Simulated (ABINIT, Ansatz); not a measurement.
# How the form of the self-energy moves the gap of Sr2H3I (P-3m1), part 2 of 2

Wanted: the gap of Sr2H3I (P-3m1) under several approximations, with cost.

ABINIT 10.8.3; LDA and many-body steps on it, plane waves. Known limits of the many-body steps: not at the basis limit; no spin-orbit coupling; coarse k mesh.

So far. Step 5 (G0W0, von der Linden-Horsch plasmon pole): Against G0W0 in ABINIT (3×3×2 mesh, 230 bands, screening to 176.9 eV, Godby-Needs plasmon pole), the gap moves by +0.121 eV. Step 6 (G0W0, Engel-Farid plasmon pole): Against G0W0 in ABINIT (3×3×2 mesh, 230 bands, screening to 176.9 eV, Godby-Needs plasmon pole), the gap moves by −0.025 eV.

## 7. One-shot Hartree-Fock

This step: one-shot Hartree-Fock on LDA, plane waves, norm-conserving pseudopotentials.

The input, run.abi:

```
acell 3*1.0 Angstrom
rprim 
  4.242728767114 -0.000000000028 0.000000000000
  -2.121364383533 3.674310893702 0.000000000000
  0.000000000000 0.000000000000 7.682747430000
ntypat 3
znucl 38 1 53
natom 6
typat 1 1 2 2 2 3
xred 
  0.666666666667 0.333333333333 0.678655290000
  0.333333333333 0.666666666667 0.321344710000
  0.000000000000 0.000000000000 0.500000000000
  0.666666666667 0.333333333333 0.357251500000
  0.333333333333 0.666666666667 0.642748500000
  0.000000000000 0.000000000000 0.000000000000
pp_dirpath "pseudos"
pseudos "Sr.upf, H.upf, I.upf"
ecut 31
ngkpt 3 3 2
nshiftk 1
shiftk 0 0 0
kptopt 1
chksymbreak 0
istwfk *1
occopt 1
irdwfk 1
optdriver 4
nband 19
gwcalctyp 5
ecutsigx 31
symsigma 1
nkptgw 3
kptgw 
  0.0000000000 0.0000000000 0.5000000000
  0.3333333333 0.3333333333 0.0000000000
  0.0000000000 0.0000000000 0.0000000000
bdgw 
  13 18
  14 17
  13 18
ixc_sigma 40
fftgw 31
indata_prefix "in"
outdata_prefix "out"
tmpdata_prefix "tmp"
```

Command:

```console
> OMP_NUM_THREADS=1 mpirun -n 4 abinit run.abi > log
```

Numbers of over 12 decimals in the logs are rounded to 6 here.

Log:

```text
.Version 10.8.3 of ABINIT. v10.8.2 released Aug 2026.

 Symmetries : space group P-3 m 1 (#164); Bravais hP (primitive hexag.)
[... echo of the input left out ...]
== DATASET  1 ==================================================================
-   mpi_nproc: 4, omp_nthreads: 1 (-1 if OMP is not activated)

--- !DatasetInfo
iteration_state: {dtset: 1, }
dimensions: {natom: 6, nkpt: 6, mband: 19, nsppol: 1, nspinor: 1, nspden: 1, mpw: 6684, }
cutoff_energies: {ecut:  31.0, pawecutdg:  -1.0, }
[...]
Band     E0 <VxcDFT>   SigX SigC(E0)      Z dSigC/dE  Sig(E)    E-E0       E
[...]
17   7.653 -10.364  -5.050   0.000   1.000   0.000  -5.050   5.313  12.967
       18   7.653 -10.364  -5.050   0.000   1.000   0.000  -5.050   5.313  12.967

== END DATASET(S) ==============================================================
================================================================================

 -outvars: echo values of variables after computation  --------
           etotal      0.0000000000E+00
            nband          19
             nkpt           6
          spgroup         164
 [... the other variables as echoed above ...]

 Calculation completed.
```

Elapsed: 3.8 s, on 4 MPI ranks of Arm Neoverse V1, shared host; peak memory 0.56 GiB.

This step gave:

| Property | Result |
| --- | --- |
| quasiparticle gap on the points computed | 9.033 eV |
| starting gap on the mesh | 1.866 eV |
| k of the valence top | 0, 0, 0.5 |
| k of the conduction bottom | 0.3333, 0.3333, 0 |
| least direct quasiparticle gap on the computed points | 9.315 eV |

Against G0W0 in ABINIT (3×3×2 mesh, 230 bands, screening to 176.9 eV, Godby-Needs plasmon pole), the gap moves by +5.370 eV.

## 8. Screening, 3×3×2 mesh, 230 bands, screening to 176.9 eV

This step: RPA screening on LDA, plane waves, norm-conserving pseudopotentials.

Changes to run.abi since step 7:

```diff
@@ -27,18 +27,14 @@
 irdwfk 1
-optdriver 4
-nband 19
-gwcalctyp 5
-ecutsigx 31
-symsigma 1
-nkptgw 3
-kptgw 
-  0.0000000000 0.0000000000 0.5000000000
-  0.3333333333 0.3333333333 0.0000000000
-  0.0000000000 0.0000000000 0.0000000000
-bdgw 
-  13 18
-  14 17
-  13 18
-ixc_sigma 40
-fftgw 31
+optdriver 3
+nband 230
+ecuteps 6.5
+inclvkb 2
+awtr 1
+symchi 1
+gwcalctyp 2
+nfreqre 16
+freqremax 40 eV
+nfreqim 8
+spmeth 1
+nomegasf 120
 indata_prefix "in"
```

Log:

```text
.Version 10.8.3 of ABINIT. v10.8.2 released Aug 2026.

 Symmetries : space group P-3 m 1 (#164); Bravais hP (primitive hexag.)
[... echo of the input left out ...]
== DATASET  1 ==================================================================
-   mpi_nproc: 4, omp_nthreads: 1 (-1 if OMP is not activated)

--- !DatasetInfo
iteration_state: {dtset: 1, }
dimensions: {natom: 6, nkpt: 6, mband: 230, nsppol: 1, nspinor: 1, nspden: 1, mpw: 6684, }
cutoff_energies: {ecut:  31.0, pawecutdg:  -1.0, }
electrons: {nelect:   3.00000000E+01, charge:   0.00000000E+00, occopt:   1.00000000E+00, tsmear:   1.00000000E-02, }

 SCREENING: Calculation of the susceptibility and dielectric matrices

 Based on a program developped by R.W. Godby, V. Olevano, G. Onida, and L. Reining.
 Incorporated in ABINIT by V. Olevano, G.-M. Rignanese, and M. Torrent.
.Using double precision arithmetic ; gwpc =  8

[... cell and pseudopotentials left out ...]
--------------------------------------------------------------------------------

 ==== K-mesh for the wavefunctions ====
 Number of points in the irreducible wedge :     6
[... list of points left out ...]
 Together with 12 symmetry operations and time-reversal symmetry
 yields    18 points in the full Brillouin Zone.

 ==== Q-mesh for the screening function ====
 Number of points in the irreducible wedge :     6
[... list of points left out ...]
 Together with 12 symmetry operations and time-reversal symmetry
 yields    18 points in the full Brillouin Zone.

 setmesh: FFT mesh size selected  =    25x   25x   54
          total number of points  =        33750

 vcoul_init : cutoff-mode = AUXILIARY_FUNCTION
 q-points for optical limit:   1
     1)      0.000010    0.000020    0.000030

- screening: taking advantage of time-reversal symmetry
- Maximum band index for partially occupied states nbvw = 15
- Remaining bands to be divided among processors   nbcw = 215
- Number of bands treated by each node ~53

 Number of electrons calculated from density =   30.0000; Expected =   30.0000
 average of density, n =  0.037118
 r_s =    1.8597
 omega_plasma =   18.5844 [eV]

 calculating chi0 at frequencies [eV] :
  1    0.000000E+00    0.000000E+00
  2    2.666667E+00    0.000000E+00
  3    5.333333E+00    0.000000E+00
[...]
23    0.000000E+00    4.733129E+01
 24    0.000000E+00    6.664297E+01

--------------------------------------------------------------------------------
  q-point number  1        q = ( 0.000000, 0.000000, 0.000000) [r.l.u.]
--------------------------------------------------------------------------------
[... chi0 elements left out ...]
  [... further frequencies ...]

 No. of calculated frequencies >  15, stop printing
 For q-point:  0.000010 0.000020 0.000030
  dielectric constant =   5.5987
  dielectric constant without local fields =   6.3358

  Average fulfillment of the sum rule on Im[epsilon] for q-point    1 :     91.03  [%]
[... wings left out ...]
  q-point number  2        q = ( 0.333333, 0.000000, 0.000000) [r.l.u.]
--------------------------------------------------------------------------------
[... chi0 elements left out ...]
  [... further frequencies ...]

 No. of calculated frequencies >  15, stop printing
  Average fulfillment of the sum rule on Im[epsilon] for q-point    2 :     93.07  [%]

 [... 4 further q-points ...]
```

Elapsed: 3.6 min, on 4 MPI ranks; peak memory 3.6 GiB; 14 min of CPU time.

Numbers from this step:

```
ε∞ with local fields, on this mesh, along the program's q direction : 5.599
the same without local fields                                       : 6.336
plasma frequency                                                    : 18.58 eV
plane waves in the screening matrix                                 : 659
```

## 9. G0W0, contour deformation

This step: G0W0 on LDA, plane waves, norm-conserving pseudopotentials.

Changes to run.abi since step 8:

```diff
@@ -27,14 +27,19 @@
 irdwfk 1
-optdriver 3
+optdriver 4
 nband 230
+gwcalctyp 2
+ecutsigx 31
+symsigma 1
+nkptgw 3
+kptgw 
+  0.0000000000 0.0000000000 0.5000000000
+  0.3333333333 0.3333333333 0.0000000000
+  0.0000000000 0.0000000000 0.0000000000
+bdgw 
+  13 18
+  14 17
+  13 18
 ecuteps 6.5
-inclvkb 2
-awtr 1
-symchi 1
-gwcalctyp 2
-nfreqre 16
-freqremax 40 eV
-nfreqim 8
-spmeth 1
-nomegasf 120
+irdscr 1
+gwmem 01
 indata_prefix "in"
```

Log:

```text
.Version 10.8.3 of ABINIT. v10.8.2 released Aug 2026.

 Symmetries : space group P-3 m 1 (#164); Bravais hP (primitive hexag.)
[... echo of the input left out ...]
== DATASET  1 ==================================================================
-   mpi_nproc: 4, omp_nthreads: 1 (-1 if OMP is not activated)

--- !DatasetInfo
iteration_state: {dtset: 1, }
dimensions: {natom: 6, nkpt: 6, mband: 230, nsppol: 1, nspinor: 1, nspden: 1, mpw: 6684, }
cutoff_energies: {ecut:  31.0, pawecutdg:  -1.0, }
[...]
Band     E0 <VxcDFT>   SigX SigC(E0)      Z dSigC/dE  Sig(E)    E-E0       E
[...]
18   7.653 -10.364  -5.050  -3.919   0.789  -0.267  -9.264   1.100   8.753
       18   0.000   0.000   0.000   0.000   0.000   0.000   0.000   0.000   0.000

== END DATASET(S) ==============================================================
================================================================================

 -outvars: echo values of variables after computation  --------
           etotal      0.0000000000E+00
            nband         230
             nkpt           6
          spgroup         164
 [... the other variables as echoed above ...]

 Calculation completed.
```

It took 65 s on 4 MPI ranks; peak memory 1.9 GiB.

Numbers from this step:

```
G0W0 gap on the points computed              : 3.586 eV
starting gap on the mesh                     : 1.866 eV
k of the valence top                         : 0, 0, 0.5
k of the conduction bottom                   : 0.3333, 0.3333, 0
least direct G0W0 gap on the computed points : 3.938 eV
```

Against G0W0 in ABINIT (3×3×2 mesh, 230 bands, screening to 176.9 eV, Godby-Needs plasmon pole), the gap moves by −0.077 eV.

## 10. Side by side

Times are wall times on 4 MPI ranks of Arm Neoverse V1, shared host, good to a factor of about two. A run's time includes the screening step that it read.

| run | mesh | bands | screening cutoff (eV) | DFT gap (eV) | gap on the mesh (eV) | direct (eV) | ε∞ used | time |
| --- | --- | --- | --- | --- | --- | --- | --- | --- |
| G0W0, Godby-Needs plasmon pole | 3×3×2 | 230 | 176.9 | 1.866 | 3.663 | 4.005 | 5.52 | 3.6 min |
| G0W0, von der Linden-Horsch plasmon pole | 3×3×2 | 230 | 176.9 | 1.866 | 3.784 | 4.162 | 5.52 | 2.3 min |
| G0W0, Engel-Farid plasmon pole | 3×3×2 | 230 | 176.9 | 1.866 | 3.638 | 4.010 | 5.52 | 2.3 min |
| one-shot Hartree-Fock | 3×3×2 | - | - | 1.866 | 9.033 | 9.315 | - | 3.8 s |
| G0W0, contour deformation | 3×3×2 | 230 | 176.9 | 1.866 | 3.586 | 3.938 | 5.60 | 4.7 min |

## 11. What came out

| Item | Value |
| --- | --- |
| G0W0, Godby-Needs plasmon pole | 3.663 eV |
| G0W0, von der Linden-Horsch plasmon pole | 3.784 eV |
| G0W0, Engel-Farid plasmon pole | 3.638 eV |
| one-shot Hartree-Fock | 9.033 eV |
| G0W0, contour deformation | 3.586 eV |
| known limits | not at the basis limit; no spin-orbit coupling; coarse k mesh |

**Reading.** G0W0, von der Linden-Horsch plasmon pole: +0.121 eV against G0W0, Godby-Needs plasmon pole. G0W0, Engel-Farid plasmon pole: −0.025 eV against G0W0, Godby-Needs plasmon pole. One-shot Hartree-Fock: +5.370 eV against G0W0, Godby-Needs plasmon pole. G0W0, contour deformation: −0.077 eV against G0W0, Godby-Needs plasmon pole. Bare exchange alone opens the gap to 9.03 eV; against G0W0, correlation takes back 5.37 eV. Bands and cutoff are finite, so the gap is not at the basis limit. The miss can reach some tenths of an eV and take either sign; the mesh is an error of its own. In the G0W0 runs levels were corrected at 3 k points alone, so a gap called «on the mesh» is the least over those, and an edge elsewhere would be missed. A denser mesh or path gives a starting gap of 1.75 eV: the GW mesh misses a band edge, so its gaps are not the fundamental one. The 3×3×2 mesh is coarse for this cell, which bears on the long-range parts of exchange and screening. The many-body steps are scalar-relativistic: spin-orbit coupling is not in them.

[Paths, hosts, dates, memory and timing lines, banners, echoed tables and standing remarks are left out of the program output.]

[Logs are printed without paths, hosts, clocks, repeated set-up lines and the standing remarks that a program may print on its own settings, such as how far it seeks lower states.]

[Runs of the session that timed out or met a known fault of the program may be left out.]

[Hosts, paths, dates, database ids (printed as entryN), source tags and the programs' standing remarks are cut or masked in the printed files.]

[G0W0 gaps are taken among the corrected bands and points alone; a level outside them can change the order at an edge.]

[Where Ansatz stands beside ABINIT at settings called matched, ABINIT's density can come from a denser mesh and the files from another edition; pairs whose starting gaps differed by over 0.03 eV were left out, so agreement reads better than it is.]
